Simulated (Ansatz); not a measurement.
# The perfect armchair BP nanoribbon (N = 4, H edges), part 3 of 3

Wanted: the relaxed geometry and the bands of the armchair BP nanoribbon (N = 4, H edges).

Ansatz 0.2.0; DFT PBE, plane waves, PAW; relaxation of a wire's period (the session's first sound run).

So far, band gap (eV): step 3 (the perfect wire) 1.71; step 4 (relaxing the atoms, period over the relaxed period 0.96, k-mesh …) 1.72; step 5 (relaxing the atoms, period over the relaxed period 0.98, k-mesh …) 1.77; step 6 (relaxing the atoms, period over the relaxed period 1.02, k-mesh …) 1.65.

### Step 7. At a strained period, period over the relaxed period 1.04, k-mesh 1×1×11

Level of this step: DFT PBE, plane waves, PAW; relaxation at a fixed period (Ansatz).

The period is set to 1.04 times the relaxed one and the atoms relax within it: strain changes bond lengths and angles, which shifts the bands against each other. Against the first PBE run of this kind, the mesh along the wire has 11 points against 15.

The cell differs from the one that the last finished run ended in (c 5.715 → 5.827 Å).

Contents of input.yaml:

```yaml
crystal:
  lattice:
    - [14.223, 0.0, 0.0]
    - [0.0, 7.0, 0.0]
    - [0.0, 0.0, 5.8272348762]
  atoms:
    - { symbol: B, position: [0.330137087, 0.5, 0.002166704] }
    - { symbol: B, position: [0.555865363, 0.5, 0.004291949] }
    - { symbol: P, position: [0.335076509, 0.5, 0.325442895] }
    - { symbol: P, position: [0.55684921, 0.5, 0.337344479] }
    - { symbol: H, position: [0.743589154, 0.5, 0.400181245] }
    - { symbol: H, position: [0.249259144, 0.5, 0.451182046] }
    - { symbol: B, position: [0.444110161, 0.5, 0.504291949] }
    - { symbol: B, position: [0.669838437, 0.5, 0.502166704] }
    - { symbol: P, position: [0.443126314, 0.5, 0.837344479] }
    - { symbol: P, position: [0.664899014, 0.5, 0.825442895] }
    - { symbol: H, position: [0.25638637, 0.5, 0.900181245] }
    - { symbol: H, position: [0.75071638, 0.5, 0.951182046] }
kpoints:
  mp_grid: { grid: [1, 1, 11] }
  band_path: { path: ["Γ", Z], npoints: 90 }
scf:
  occupations: { method: fermi_dirac, width: 0.05 }
hamiltonian:
  xc: pbe
relax:
  max_steps: 40
  f_tol: 0.02
output:
  stress: true
```

Command:

```console
> ansatz run input.yaml --threads 4 --pin off --max-ram 16384MiB --backend cpu --events-out ev --progress --plain --runs-dir out
```

Numbers of over 12 decimals in the logs are rounded to 6 here.

The log of the run:

```text
[...]
Crystal: 12 atoms, lattice volume = 580.165 Å³
Basis set: ecut = 420 eV, 11379 PW (Γ), exchange–correlation on 192×96×80 points (8 copies of the dense FFT grid, shifted against one another)
Bands: 30, of which v1, the nominal top of the filled ones, is band 18 counted from 1 (17 counted from 0)
Symmetry: 4 space group operations
[...]
- { symbol: P, position: [0.556234, 0.5, 0.334688] }
    - { symbol: H, position: [0.742281, 0.5, 0.418313] }
    - { symbol: H, position: [0.250059, 0.5, 0.432766] }
    - { symbol: B, position: [0.444663, 0.5, 0.506089] }
    - { symbol: B, position: [0.666424, 0.5, 0.507162] }
    - { symbol: P, position: [0.443741, 0.5, 0.834688] }
    - { symbol: P, position: [0.661815, 0.5, 0.821590] }
    - { symbol: H, position: [0.257695, 0.5, 0.918313] }
    - { symbol: H, position: [0.749916, 0.5, 0.932766] }
[key lines of the parts left out:]
SCF converged after 5 iterations
Free energy (F): -3709.234592 eV
Fermi energy:    -1.993452 eV
P = ⅓ Tr σ = -0.6546 GPa (-6.546 kbar)
```

Wall time 32 s (4 threads of Arm Neoverse V1, shared host); peak memory 1.3 GiB; 2.1 min of CPU time.

The steps of the relaxation:

| step | energy less that of the first step (eV) | largest force component (eV/Å) |
| --- | --- | --- |
| 1 | 0.0000 | 0.6161 |
| 2 | -0.0836 | 0.3177 |
| 3 | -0.1044 | 0.0370 |
| 4 | -0.1045 | 0.0057 |

Forces are held to the 4 operations that the run works with; a distortion that breaks them can't arise in this run.

The atoms that moved most (Å):

| atom | dx | dy | dz | length |
| --- | --- | --- | --- | --- |
| H12 | -0.011 | 0.000 | -0.107 | 0.108 |
| H6 | 0.011 | 0.000 | -0.107 | 0.108 |
| H5 | -0.019 | 0.000 | 0.106 | 0.107 |
| H11 | 0.019 | 0.000 | 0.106 | 0.107 |
| B8 | -0.049 | 0.000 | 0.029 | 0.057 |
| B1 | 0.049 | 0.000 | 0.029 | 0.057 |
| P3 | 0.044 | 0.000 | -0.022 | 0.049 |
| P10 | -0.044 | 0.000 | -0.022 | 0.049 |

Final coordinates:

```xyz
12
Lattice="14.2230 0.0000 0.0000 0.0000 7.0000 0.0000 0.0000 0.0000 5.8272" Properties=species:S:1:pos:R:3
B     4.7441    3.5000    0.0417
B     7.8982    3.5000    0.0355
P     4.8097    3.5000    1.8740
P     7.9113    3.5000    1.9503
H    10.5575    3.5000    2.4376
H     3.5566    3.5000    2.5218
B     6.3244    3.5000    2.9491
B     9.4785    3.5000    2.9554
P     6.3113    3.5000    4.8639
P     9.4130    3.5000    4.7876
H     3.6652    3.5000    5.3512
H    10.6661    3.5000    5.4354
```

The electronic bands at the labelled points (eV, zero at the Fermi level):

| point | band 15 | band 16 | band 17 | band 18 | band 19 | band 20 | band 21 | band 22 |
| --- | --- | --- | --- | --- | --- | --- | --- | --- |
| Γ | -2.87 | -2.53 | -1.14 | -0.80 | 0.78 | 0.97 | 3.16 | 3.29 |
| halfway | -3.11 | -2.38 | -1.94 | -1.16 | 1.24 | 1.85 | 2.88 | 2.88 |
| Z | -3.03 | -3.03 | -1.82 | -1.82 | 1.91 | 1.91 | 2.64 | 2.64 |

The gap is 1.58 eV, against 1.71 eV under PBE at the relaxed period.

### Step 8. Strain along the wire, period over the relaxed period 1.06, k-mesh 1×1×11

The period is set to 1.06 times the relaxed one and the atoms relax within it: strain changes bond lengths and angles, which shifts the bands against each other. Against the first PBE run of this kind, the mesh along the wire has 11 points against 15.

The cell differs from the one that the last finished run ended in (c 5.827 → 5.939 Å).

Changes to input.yaml since step 7:

```diff
@@ -4,3 +4,3 @@
     - [0.0, 7.0, 0.0]
-    - [0.0, 0.0, 5.8272348762]
+    - [0.0, 0.0, 5.9392970854]
   atoms:
```

The log of the run:

```text
[...]
Crystal: 12 atoms, lattice volume = 591.322 Å³
Basis set: ecut = 420 eV, 11523 PW (Γ), exchange–correlation on 192×96×80 points (8 copies of the dense FFT grid, shifted against one another)
Bands: 30, of which v1, the nominal top of the filled ones, is band 18 counted from 1 (17 counted from 0)
Symmetry: 4 space group operations
[...]
- { symbol: P, position: [0.555949, 0.5, 0.333928] }
    - { symbol: H, position: [0.741508, 0.5, 0.426721] }
    - { symbol: H, position: [0.250338, 0.5, 0.423834] }
    - { symbol: B, position: [0.444772, 0.5, 0.506708] }
    - { symbol: B, position: [0.664778, 0.5, 0.509588] }
    - { symbol: P, position: [0.444026, 0.5, 0.833928] }
    - { symbol: P, position: [0.660445, 0.5, 0.819830] }
    - { symbol: H, position: [0.258468, 0.5, 0.926721] }
    - { symbol: H, position: [0.749637, 0.5, 0.923834] }
[key lines of the parts left out:]
SCF converged after 6 iterations
Free energy (F): -3709.044644 eV
Fermi energy:    -2.043337 eV
P = ⅓ Tr σ = -0.9826 GPa (-9.826 kbar)
```

Run time: 34 s. Hardware: 4 threads; peak memory 1.3 GiB.

The electronic bands at the labelled points (eV, zero at the Fermi level):

| point | band 15 | band 16 | band 17 | band 18 | band 19 | band 20 | band 21 | band 22 |
| --- | --- | --- | --- | --- | --- | --- | --- | --- |
| Γ | -2.82 | -2.48 | -1.22 | -0.77 | 0.75 | 0.93 | 3.16 | 3.26 |
| halfway | -3.05 | -2.34 | -1.96 | -1.14 | 1.24 | 1.78 | 2.74 | 2.87 |
| Z | -3.01 | -3.01 | -1.78 | -1.78 | 1.93 | 1.93 | 2.51 | 2.51 |

The gap is 1.53 eV, against 1.71 eV under PBE at the relaxed period.

### Step 9. Comparing the runs

Times are for 4 threads of Arm Neoverse V1, shared host. The series side by side:

| no. | period over the relaxed period | k-mesh | pressure (GPa) | band gap (eV) | time | memory (GiB) |
| --- | --- | --- | --- | --- | --- | --- |
| 1 | 0.96 | 1×1×12 | 0.9387 | 1.721 | 31 s | 1.2 |
| 2 | 0.98 | 1×1×11 | 0.4875 | 1.774 | 33 s | 1.2 |
| 3 | 1.02 | 1×1×11 | -0.3092 | 1.645 | 31 s | 1.2 |
| 4 | 1.04 | 1×1×11 | -0.6546 | 1.581 | 32 s | 1.3 |
| 5 | 1.06 | 1×1×11 | -0.9826 | 1.527 | 34 s | 1.3 |

### Step 10. Results

- cell length, PBE: 5.603 Å
- gap, PBE: 1.71 eV
- gap, period scaled by 0.96: 1.72 eV
- gap, period scaled by 0.98: 1.77 eV
- gap, period scaled by 1.02: 1.65 eV
- gap, period scaled by 1.04: 1.58 eV
- gap, period scaled by 1.06: 1.53 eV

What this shows: Under PBE the cell's length is 5.60 Å, and a gap of 1.71 eV makes it a semiconductor. Strain matters: under PBE the gap goes from 1.71 eV to 1.72 eV at 0.96 times the period, 1.77 eV at 0.98 times the period, 1.65 eV at 1.02 times the period, 1.58 eV at 1.04 times the period and 1.53 eV at 1.06 times the period.

[Logs are printed without paths, hosts, clocks, repeated set-up lines and the standing remarks that a program may print on its own settings, such as how far it seeks lower states.]

[Hosts, paths, dates, database ids (printed as entryN), source tags and the programs' standing remarks are cut or masked in the printed files.]
